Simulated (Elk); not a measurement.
## ZnS (F-43m): how ε∞ follows the gap

The empty bands of ZnS (F-43m) are shifted up rigidly by Δ, and ε∞ is computed for each shift.

The structure is cubic, space group F-43m (No. 216). The conventional cell has a = 5.404 Å, b = 5.404 Å, c = 5.404 Å, α = 90.00°, β = 90.00°, γ = 90.00°. Zn on site c has 4 S at 2.34 Å as nearest neighbours. S on site a has 4 Zn at 2.34 Å as nearest neighbours.

Method: Elk 11.2.3 (patched build), PBE, independent particles, k-mesh 11×11×11, Lorentzian half width 0.15 eV.

Launch of the response step: `OMP_NUM_THREADS=4 elk`. The series took 28 s in all, its band step included, on 4 threads of Intel(R) Xeon(R) Platinum 8488C (Sapphire Rapids) (shared host).

```tsv
Δ (eV)	ε∞
0.00	6.166
0.25	5.954
0.50	5.761
0.75	?
1.00	5.422
1.50	5.132
2.00	4.880
3.00	4.465
```

With one effective transition at E₀ and fixed dipole strength, ε∞ − 1 = A/(E₀ + Δ), so 1/(ε∞ − 1) is linear in Δ.

Working, on the rows shown:

| x = Δ (eV) | y = 1/(ε∞ − 1) |
| --- | --- |
| 0 | 0.193573 |
| 0.25 | 0.201857 |
| 0.5 | 0.21004 |
| 1 | 0.226142 |
| 1.5 | 0.242014 |
| 2 | 0.257732 |
| 3 | 0.2886 |

Means: x̄ = 1.1786, ȳ = 0.23142. Σ(x − x̄)(y − ȳ) = 0.2167, Σ(x − x̄)² = 6.839. Slope = 0.2167 / 6.839 = 0.03168; intercept = ȳ − slope · x̄ = 0.19408. Turned back into ε∞, the line misses the rows shown by at most 0.014.

Q: Fill in the last column of the withheld row.

A: At x = 0.75 the line gives y = 0.21785, that is 5.590. The run gave 5.584, so the interpolation is off by 0.0064, 0.4 % of the range in the table.

Refitted with all rows, the slope is 0.03166 and the intercept 0.19414. These give E₀ = intercept/slope = 6.1 eV, far above the least direct gap of 2.10 eV: most of the screening comes from transitions well over the edge. Over the first step ε∞ falls by 14 % per eV. The cell comes from an older database entry, whose edges can be off by a per cent or so. Excitons are left out and so are local fields; PBE gaps are as a rule too small. The values come from a sum over the points of one k-mesh and carry its error, which grows as the direct gap shrinks.

[Logs are printed without paths, hosts, clocks, repeated set-up lines and the standing remarks that a program may print on its own settings, such as how far it seeks lower states.]
